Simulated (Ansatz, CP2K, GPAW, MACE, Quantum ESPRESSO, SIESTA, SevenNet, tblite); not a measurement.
## Amorphous Zn12Cd27Se39 (78 atoms): runs against a plane-wave reference

Density of this cell: 5.50 g/cm³. The cell holds 78 atoms: 12 Zn, 27 Cd and 39 Se. Cell: a = 12.774 Å, b = 12.774 Å, c = 12.774 Å, α = 90.0°, β = 90.0°, γ = 90.0°. 78 atoms (12 Zn, 27 Cd, 39 Se) placed at random at 5.5 g/cm³, melted at 2500 K for 10 ps at fixed volume with the Stillinger-Weber II-VI potential (Zhou et al., Phys. Rev. B 88, 085309 (2013)). Quenched from 2500 K to 100 K at 50 K/ps and fixed volume, held 5 ps. Then every atom was moved at random, 0.02 Å r.m.s. a Cartesian component.

Geometry: as built.

The reference, a calculation:

```
method                 : Kohn-Sham DFT, PBE, PAW, plane waves (Ansatz 0.2.0); cutoff 420 eV, Γ point, fermi-dirac smearing of 0.05 eV; PAW set soft_2
r.m.s. force component : 0.409 eV/Å
longest force          : 1.638 eV/Å
pressure               : 1.16 GPa
SCF cycles             : 16
time                   : 89 s on 4 threads of Arm Neoverse V2, shared host
CPU time               : 5.8 min
```

Runs, in no order:
A. GPAW PBE, LCAO szp(dzp), h 0.2 Å: Kohn-Sham DFT, PBE, PAW, atomic orbitals (szp(dzp))
B. SevenNet l3i5 potential: machine-learned interatomic potential SevenNet l3i5, trained on PBE(+U) plane-wave data
C. QE PBE, sssp-1.3.0-efficiency, 45/360 Ry: Kohn-Sham DFT, PBE, SSSP efficiency 1.3.0 pseudopotentials, plane waves
D. SIESTA PBE, SZP, shift 0.01 Ry, mesh 500 Ry: Kohn-Sham DFT, PBE, PseudoDojo 0.4.1 norm-conserving pseudopotentials (converted to PSML), numerical atomic orbitals (SZP), diagonalisation
E. GPAW PBE, LCAO dzp, h 0.22 Å: Kohn-Sham DFT, PBE, PAW, atomic orbitals (dzp)

Q: Order them from the smallest to the largest r.m.s. force difference.

C, E, A, B, D.

| run | Δ force, r.m.s. (meV/Å) | share of r.m.s. force (%) | CPU time |
| --- | --- | --- | --- |
| C. QE PBE, sssp-1.3.0-efficiency, 45/360 Ry | 7.20 | 1.76 | 28 min |
| E. GPAW PBE, LCAO dzp, h 0.22 Å | 36.0 | 8.79 | 3.8 min |
| A. GPAW PBE, LCAO szp(dzp), h 0.2 Å | 53.2 | 13.0 | 3.2 min |
| B. SevenNet l3i5 potential | 97.5 | 23.8 | 7.2 s |
| D. SIESTA PBE, SZP, shift 0.01 Ry, mesh 500 Ry | 137 | 33.4 | 5.2 min |

Machine-learned potentials mimic data converged in k, so the reference's own k-point error enters their differences. The network of bonds at the start is that of the classical potential that made the cell, and needn't be the one that DFT or experiment would give. The electronic-structure runs sample only Γ, in a cell whose shortest periodic width is 13 Å, which is coarse for a cell with partly filled levels.

[Logs are printed without paths, hosts, clocks, repeated set-up lines and the standing remarks that a program may print on its own settings, such as how far it seeks lower states.]

[Hosts, paths, dates, database ids (printed as entryN), source tags and the programs' standing remarks are cut or masked in the printed files.]
